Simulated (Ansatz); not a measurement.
# Dielectric function and optical constants of KTaO3

Wanted: where KTaO3 starts to absorb, how strongly, and its refractive index.

Method: DFT, PBE, plane-wave PAW, default files, scalar-relativistic, independent-particle optical response without local fields, in Ansatz 0.2.0.

Report form: the programs' logs are mostly left out.

## Step 1: Starting point

Symmetry: Pm-3m, No. 221, cubic system. Conventional cell: a = 3.988 Å, b = 3.988 Å, c = 3.988 Å, α = 90.00°, β = 90.00°, γ = 90.00°. Ta has 6 O at 1.99 Å nearest. Nearest to K lie 12 O at 2.82 Å. O has 2 Ta at 1.99 Å and 4 K at 2.82 Å nearest. Farther neighbours and most contacts between anions are not listed.

Structure file:

```cif
data_structure
_symmetry_space_group_name_H-M 'P 1'
_symmetry_Int_Tables_number 1
_cell_length_a 3.9883
_cell_length_b 3.9883
_cell_length_c 3.9883
_cell_angle_alpha 90.000
_cell_angle_beta 90.000
_cell_angle_gamma 90.000
_cell_volume 63.44
loop_
_atom_site_label
_atom_site_type_symbol
_atom_site_fract_x
_atom_site_fract_y
_atom_site_fract_z
_atom_site_occupancy
Ta1 Ta 0.00000 0.00000 0.00000 1
K2 K 0.50000 0.50000 0.50000 1
O3 O 0.00000 0.00000 0.50000 1
O4 O 0.00000 0.50000 0.00000 1
O5 O 0.50000 0.00000 0.00000 1
```

## Step 2: Ground state and bands

First the ground state: is it a metal or has it a gap?

This step: DFT, PBE, plane-wave PAW, default files, scalar-relativistic, ground state (Ansatz 0.2.0).

Input file input.yaml:

```yaml
crystal:
  lattice:
    - [3.9883, 0.0, 0.0]
    - [0.0, 3.9883, 0.0]
    - [0.0, 0.0, 3.9883]
  atoms:
    - { symbol: Ta, position: [0.0, 0.0, 0.0] }
    - { symbol: K, position: [0.5, 0.5, 0.5] }
    - { symbol: O, position: [0.0, 0.0, 0.5] }
    - { symbol: O, position: [0.0, 0.5, 0.0] }
    - { symbol: O, position: [0.5, 0.0, 0.0] }
kpoints:
  mp_grid: { grid: [6, 6, 6] }
  band_path:
    path:
      - [[0.0, 0.0, 0.0], [0.0, 0.5, 0.0], [0.5, 0.5, 0.0], [0.0, 0.0, 0.0], [0.5, 0.5, 0.5], [0.0, 0.5, 0.0]]
      - [[0.5, 0.5, 0.0], [0.5, 0.5, 0.5]]
    npoints: 10
scf:
  occupations: { method: fermi_dirac, width: 0.05 }
  n_extra_bands: 9
hamiltonian:
  xc: pbe
  pseudopotentials: { kind: paw }
output:
  forces: true
  stress: true
  populations: true
  write_bands: true
  write_density: true
  write_potential: true
  elf: true
  volumetric_format: npy
```

Run with:

```bash
$ ansatz run input.yaml --threads 4 --pin off --max-ram 8192MiB --backend cpu --events-out ev --progress --plain --runs-dir out
```

The job ended after 1 s (4 threads of Intel Xeon Platinum 8488C (Sapphire Rapids), shared host; peak memory 0.43 GiB).

Read-outs, printed or worked out from the files:

- free energy: -13178.2000 eV
- Fermi energy: 9.918 eV
- gap by band count: 2.222 eV
- electrons: 40
- symmetry operations: 48
- pressure: 5.407 GPa
- gap on the k-mesh: 2.222 eV
- volume: 63.44 Å³
- gap on the path: 2.222 eV
- least direct gap on the path: 2.833 eV

There is a gap, 2.22 eV on the path, so no carriers' term is needed. The cell is left with a pressure of 5.4 GPa, as it stands unrelaxed at this level.

Electronic bands along the path, in eV, zero at the Fermi level; v1 is the highest filled band, c1 the lowest empty one:

```tsv
point	v4	v3	v2	v1	c1	c2	c3	c4
Γ	-2.18	-1.74	-1.74	-1.74	1.09	1.09	1.09	5.51
halfway	-2.79	-2.42	-1.90	-1.90	1.17	2.58	2.58	5.71
X	-3.25	-2.63	-1.96	-1.96	1.25	3.92	3.92	5.73
halfway	-2.74	-2.53	-2.51	-1.66	2.67	3.94	4.44	6.46
M	-2.76	-2.55	-2.55	-1.17	3.96	3.96	5.25	6.59
halfway	-2.67	-2.43	-2.38	-1.79	2.55	2.70	3.37	6.28
Γ	-2.18	-1.74	-1.74	-1.74	1.09	1.09	1.09	5.51
halfway	-4.12	-1.95	-1.95	-1.68	3.35	3.48	3.48	7.80
R	-5.02	-1.13	-1.13	-1.13	5.38	5.38	5.38	7.78
halfway	-4.09	-1.93	-1.79	-1.56	3.50	4.43	4.54	8.47
X	-3.25	-2.63	-1.96	-1.96	1.25	3.92	3.92	5.73
jump to M	-2.76	-2.55	-2.55	-1.17	3.96	3.96	5.25	6.59
halfway	-4.63	-1.68	-1.68	-1.15	4.53	4.53	5.32	7.97
R	-5.02	-1.13	-1.13	-1.13	5.38	5.38	5.38	7.78
```

Valence density in the ac plane at fractional y = 0.000, with atoms of Ta and O within 0.2 Å of it. It is the smooth field of the valence electrons, not physical close to the nuclei.

Values in e/Å³, 14 rows by 14 columns, each cell a mean:
```
4.2 4.3 2.7 1.0 0.9 2.4 4.8 5.9 4.2 1.7 0.8 1.4 3.4 4.3
3.8 3.2 1.6 0.6 0.6 1.2 2.2 2.8 2.0 0.9 0.5 0.8 2.1 3.4
1.7 1.2 0.6 0.3 0.3 0.4 0.6 0.7 0.6 0.4 0.2 0.3 0.8 1.4
0.9 0.7 0.4 0.2 0.1 0.2 0.2 0.2 0.2 0.1 0.2 0.2 0.5 0.8
2.1 1.5 0.7 0.3 0.1 0.1 0.1 0.1 0.1 0.1 0.1 0.4 0.9 1.7
5.3 3.7 1.3 0.4 0.1 0.1 0.0 0.0 0.0 0.1 0.2 0.6 2.0 4.2
7.2 5.2 1.8 0.5 0.2 0.1 0.0 0.0 0.0 0.1 0.2 0.7 2.8 5.9
6.0 4.2 1.5 0.4 0.1 0.1 0.0 0.0 0.0 0.1 0.2 0.6 2.2 4.8
3.0 2.1 0.9 0.3 0.1 0.1 0.1 0.1 0.1 0.1 0.2 0.4 1.2 2.4
1.1 0.8 0.4 0.2 0.1 0.1 0.1 0.2 0.1 0.1 0.1 0.3 0.6 0.9
1.3 0.9 0.5 0.2 0.2 0.3 0.4 0.5 0.4 0.3 0.2 0.3 0.6 1.0
3.1 2.5 1.2 0.5 0.4 0.9 1.5 1.8 1.3 0.7 0.4 0.6 1.6 2.7
4.3 4.2 2.5 0.9 0.8 2.1 4.2 5.2 3.7 1.5 0.7 1.2 3.2 4.3
3.5 4.3 3.1 1.3 1.1 3.0 6.0 7.2 5.3 2.1 0.9 1.7 3.8 4.2
```
Atoms in or near the plane, at fractional coordinates: Ta at (0.00, 0.00), O at (0.00, 0.50), O at (0.50, 0.00).

Electrostatic potential energy in the ac plane at fractional y = 0.000, with atoms of Ta and O within 0.2 Å of it. With pseudopotentials it is smooth inside the atoms' cores, unlike the true potential.

Values in eV, 14 rows by 14 columns, each cell a mean:
```
-60 -55 -31 -10   1 -15 -31 -38 -28  -7   0 -16 -40 -57
-46 -37 -20  -4   6   2 -12 -18  -9   5   4  -8 -26 -40
-18 -14  -5   4  10  12  11   9  11  11   8   2  -8 -16
 -2   1   6   9  12  13  14  14  14  13  11   8   4   0
-12  -4   8  12  13  14  14  14  14  14  13  11   5  -7
-35 -25  -1  13  14  14  14  14  14  14  14  11  -9 -28
-47 -34  -8  12  14  14  14  14  14  14  14   9 -18 -38
-38 -28  -3  13  14  14  14  14  14  14  14  11 -12 -31
-20 -11   7  12  14  14  14  14  14  14  13  12   2 -15
 -1   2   7  10  12  14  14  14  14  13  12  10   6   1
-12  -9  -1   6  10  12  13  12  13  12   9   4  -4 -10
-36 -29 -15  -1   7   7  -3  -8  -1   8   6  -5 -20 -31
-60 -51 -29  -9   2 -11 -28 -34 -25  -4   1 -14 -37 -55
-61 -60 -36 -12  -1 -20 -38 -47 -35 -12  -2 -18 -46 -60
```
Atoms in or near the plane, at fractional coordinates: Ta at (0.00, 0.00), O at (0.00, 0.50), O at (0.50, 0.00).

## Step 3: Spectrum

The spectrum is a sum over vertical transitions between filled and empty bands at the fixed density, so many empty bands are needed.

This step: DFT, PBE, plane-wave PAW, default files, scalar-relativistic, independent-particle optical response without local fields (Ansatz 0.2.0).

input.yaml, the sections that differ from step 2:

```yaml
kpoints:
  mp_grid: { grid: [6, 6, 6] }
scf:
  occupations: { method: fixed }
output:
  optics:
    e_range: [0, 20]
    de: 0.05
    sigma: 0.1
    nscf_kmesh: { grid: [6, 6, 6] }
    bands: { spectra_wanted_up_to: 20 }
# crystal, hamiltonian: as in step 2
```

Wall time 6.5 s (4 threads); peak memory 0.78 GiB; 24 s of CPU time.

Numbers from this step:

```
electronic dielectric constant ε∞, mean over x, y and z (by symmetry where fewer were run)                                                          : 5.461
absorption onset, first axis (α over 10⁴ cm⁻¹, or the direct gap if that lies higher)                                                               : 2.832 eV
main peak of Im epsilon, first axis                                                                                                                 : 6.103 eV
centre of weight of the strongest loss peak in the window                                                                                           : 6.725 eV
photocurrent from vertical transitions in a film 500 nm thick on a perfect mirror (two passes), AM1.5G, no front reflection, all carriers collected : 2.773 mA/cm²
least direct gap on the mesh                                                                                                                        : 2.832 eV
bands summed                                                                                                                                        : 54
spectra valid up to                                                                                                                                 : 30.19 eV
program's estimate of the k-sum error in Im epsilon                                                                                                 : 0.2 %
electrons in the f-sum                                                                                                                              : 28.16
```

Table of Im ε, any direction by photon energy; read off at these points:

```tsv
photon energy (eV)	Im ε, any direction
2.50	0
3.00	1.19
3.50	4.67
4.00	4.86
4.50	5.05
5.00	5.47
5.50	5.48
6.00	6.57
6.10	7.10
6.50	1.94
7.00	0.254
7.50	0.793
8.00	2.33
8.50	2.60
9.00	3.70
9.35	5.89
9.50	5.50
10.00	5.13
10.50	3.51
11.00	2.59
11.50	2.18
12.00	2.15
12.50	2.05
13.00	2.18
13.30	2.57
13.50	2.21
14.00	1.82
14.50	1.24
15.00	1.13
15.50	1.30
16.00	1.13
16.50	1.59
16.60	1.72
17.00	1.32
17.50	1.35
18.00	1.16
18.50	1.16
19.00	1.13
19.50	1.59
20.00	2.17
```

Table of Re ε, any direction by photon energy:

```tsv
photon energy (eV)	Re ε, any direction
0.0	5.46
0.5	5.50
1.0	5.61
1.5	5.83
2.0	6.22
2.5	6.98
3.0	9.24
3.5	7.62
4.0	6.02
4.5	5.24
5.0	4.08
5.5	3.19
6.0	1.92
6.5	-1.41
7.0	1.56
7.5	3.94
8.0	3.63
8.5	3.86
9.0	4.52
9.5	2.24
10.0	0.660
10.5	-0.508
11.0	0.492
11.5	0.534
12.0	1.01
12.5	0.710
13.0	1.05
13.5	0.289
14.0	0.114
14.5	0.441
15.0	0.782
15.5	0.792
16.0	1.08
16.5	1.56
17.0	1.08
17.5	1.18
18.0	1.19
18.5	1.46
19.0	1.85
19.5	2.03
20.0	2.26
```

Table of refractive index n and extinction k by photon energy:

```tsv
photon energy (eV)	n	k
0.0	2.34	0
0.5	2.34	0
1.0	2.37	0
1.5	2.41	0
2.0	2.49	0
2.5	2.64	0
3.0	3.05	0.195
3.5	2.88	0.811
4.0	2.62	0.927
4.5	2.50	1.01
5.0	2.34	1.17
5.5	2.18	1.26
6.0	2.09	1.57
6.5	0.702	1.38
7.0	1.25	0.101
7.5	1.99	0.199
8.0	1.99	0.583
8.5	2.06	0.631
9.0	2.28	0.814
9.5	2.02	1.36
10.0	1.71	1.50
10.5	1.23	1.42
11.0	1.25	1.04
11.5	1.18	0.925
12.0	1.30	0.827
12.5	1.20	0.854
13.0	1.32	0.829
13.5	1.12	0.984
14.0	0.984	0.924
14.5	0.938	0.662
15.0	1.04	0.543
15.5	1.08	0.606
16.0	1.15	0.492
16.5	1.38	0.578
17.0	1.18	0.558
17.5	1.22	0.552
18.0	1.20	0.485
18.5	1.29	0.450
19.0	1.42	0.398
19.5	1.52	0.523
20.0	1.64	0.661
```

The loss function −Im 1/ε at q → 0, any direction has structure finer than the step of the table below, so its rows give means over 0.5 eV, whole bins alone (the curve runs from 0 to 20 eV). Peaks (eV: height): 6.75: 1.45, 14.60: 0.726.

The loss function −Im 1/ε at q → 0, any direction by energy loss; means over each step:

energy loss (eV), loss function −Im 1/ε at q → 0, any direction and a bar:
```
      2.5       0.00 
      3.0       0.02 #
      3.5       0.06 ##
      4.0       0.08 ###
      4.5       0.10 ####
      5.0       0.12 #####
      5.5       0.14 ######
      6.0       0.14 ######
      6.5       0.54 #######################
      7.0       0.28 ############
      7.5       0.05 ##
      8.0       0.12 #####
      8.5       0.12 #####
      9.0       0.11 #####
      9.5       0.15 ######
     10.0       0.20 ########
     10.5       0.29 #############
     11.0       0.38 ################
     11.5       0.43 ###################
     12.0       0.38 ################
     12.5       0.42 ##################
     13.0       0.37 ################
     13.5       0.43 ##################
     14.0       0.56 ########################
     14.5       0.70 ##############################
     15.0       0.55 ########################
     15.5       0.53 #######################
     16.0       0.44 ###################
     16.5       0.36 ################
     17.0       0.45 ###################
     17.5       0.42 ##################
     18.0       0.41 ##################
     18.5       0.34 ###############
     19.0       0.25 ###########
     19.5       0.23 ##########
```

Table of reflectivity at normal incidence, any direction by photon energy; read off at these points:

```tsv
photon energy (eV)	reflectivity at normal incidence, any direction (%)
0.00	16.1
0.50	16.2
1.00	16.5
1.50	17.2
2.00	18.3
2.50	20.3
3.00	25.7
3.50	26.6
4.00	25.0
4.50	24.6
5.00	25.3
5.50	25.4
6.00	30.4
6.35	43.5
6.50	41.4
7.00	1.46
7.50	11.4
8.00	14.3
8.50	15.6
9.00	20.1
9.50	26.3
10.00	28.7
10.50	29.7
11.00	18.5
11.50	15.8
12.00	13.0
12.50	13.8
13.00	13.0
13.50	18.0
14.00	17.8
14.50	10.6
15.00	6.67
15.50	7.97
16.00	5.44
16.50	7.95
16.60	9.29
17.00	6.79
17.50	6.76
18.00	5.40
18.50	5.26
19.00	5.54
19.50	8.20
20.00	11.5
```

At chosen wavelengths:

```tsv
wavelength (nm)	n	k	R (%)	1/α
1064	2.38	0.000	16.7	over 1 mm
633	2.49	0.000	18.2	over 1 mm
450	2.81	0.008	22.6	4.5 µm
405	3.09	0.274	26.4	117 nm
365	2.96	0.756	27.2	38 nm
248	2.34	1.171	25.3	17 nm
193	0.85	1.584	42.7	9.7 nm
```

Rows near the edge hang on the gap, which this functional as a rule makes too small, and phonon-assisted absorption is left out.

A film 1 µm thick would pass 68 % of daylight and look yellow-green in transmission (x = 0.341, y = 0.383). A larger true gap would move the edge to shorter wavelengths and change the colour.

The f-sum over the summed bands holds 28.2 of the cell's 40 electrons outside the frozen cores, 16 of which lie in bands more than 12 eV below the Fermi level, whose transitions come at higher energies. Up to 20 eV the strength has a mean oscillator energy of 8.3 eV, well above the main peak, so higher transitions carry much of it.

## Step 4: Static response with local fields

Perturbation theory gives the static response with local fields and the functional's kernel, and it needs no empty bands.

This step: DFT, PBE, plane-wave PAW, default files, scalar-relativistic, static field response by perturbation theory with local fields (Ansatz 0.2.0).

input.yaml, as its differences from that of step 3:

```diff
@@ -18,8 +18,2 @@
   pseudopotentials: { kind: paw }
-output:
-  optics:
-    e_range: [0, 20]
-    de: 0.05
-    sigma: 0.1
-    nscf_kmesh: { grid: [6, 6, 6] }
-    bands: { spectra_wanted_up_to: 20 }
+dielectric: {}
```

It took 7.8 s on 4 threads; peak memory 0.61 GiB; 27 s of CPU time.

Numbers from this step:

- electronic dielectric constant ε∞, mean over x, y and z (by symmetry where fewer were run): 5.348

ε∞ with local fields:

```
5.35 0.00 0.00
0.00 5.35 0.00
0.00 0.00 5.35
```

Diagonal elements. Born, by row:

```tsv
atom	Z*xx (e)	Z*yy (e)	Z*zz (e)
Ta1	8.695	8.695	8.695
K2	1.151	1.151	1.151
O3	-1.664	-1.664	-6.519
O4	-1.664	-6.519	-1.664
O5	-6.519	-1.664	-1.664
```

Mean Born charges are Ta +8.70, K +1.15 and O -3.28, against formal valences of +5, +1 and -2. That of Ta exceeds its valence by 74 %, the mark of charge moving along hybridised bonds as the atoms shift.

## Step 5: Results

```yaml
gap_on_the_path: 2.22 eV
least_direct_gap_on_the_path: 2.83 eV
electronic_dielectric_constant_eps_infinity_mean_over_x_y_and_z_by_symmetry_where_fewer_were_run_independent_particles: 5.46
absorption_onset_first_axis_alpha_over_1e4_cm_minus1_or_the_direct_gap_if_that_lies_higher: 2.83 eV
main_peak_of_im_epsilon_first_axis: 6.10 eV
centre_of_weight_of_the_strongest_loss_peak_in_the_window_first_axis: 6.72 eV
photocurrent_from_vertical_transitions_in_a_film_500_nm_thick_on_a_perfect_mirror_two_passes_am1p5g_no_front_reflection_all_carriers_collected: 2.77 mA/cm²
electronic_dielectric_constant_eps_infinity_mean_over_x_y_and_z_by_symmetry_where_fewer_were_run_static_response_with_local_fields: 5.35
```

At this level (PBE, independent particles) KTaO3 has ε∞ = 5.46 (5.35 with local fields) and n = 2.36 at 1550 nm; absorption sets in near 2.8 eV, and Im ε peaks at 6.1 eV. The gap is indirect (2.22 eV), so absorption without phonons can begin only at the direct gap of 2.83 eV. Absorption passes 10⁴ cm⁻¹ from the direct gap on, 2.83 eV, inside the visible range. The strongest loss structure up to 20 eV has its centre of weight at 6.7 eV; a free-electron gas of the 28.2 electrons in the f-sum would put its plasmon at 24.7 eV. Distinct maxima of Im ε, read by a parabola through the highest points, lie at 6.10 eV (7.1), 9.36 eV (5.9), 12.22 eV (2.4) and 13.31 eV (2.6). The f-sum over the summed bands holds 28.2 of the cell's 40 electrons outside the frozen cores, 16 of which lie in bands more than 12 eV below the Fermi level, whose transitions come at higher energies. Up to 20 eV the strength has a mean oscillator energy of 8.3 eV, well above the main peak, so higher transitions carry much of it. A film 1 µm thick would pass 68 % of daylight and look yellow-green in transmission (x = 0.341, y = 0.383). A larger true gap would move the edge to shorter wavelengths and change the colour. With local fields and the functional's kernel the static response is 5.35 against 5.46 for independent particles (-2 %). In the base spectrum excitons and phonon-assisted transitions are missing, and so are local fields; PBE gaps are as a rule too small, which pulls the onset down and ε∞ up. In the base run ε includes the program's bounded estimate of what the bands above those summed add. Spin-orbit coupling is left out although heavy atoms are present.

[Logs are printed without paths, hosts, clocks, repeated set-up lines and the standing remarks that a program may print on its own settings, such as how far it seeks lower states.]

[Hosts, paths, dates, database ids (printed as entryN), source tags and the programs' standing remarks are cut or masked in the printed files.]
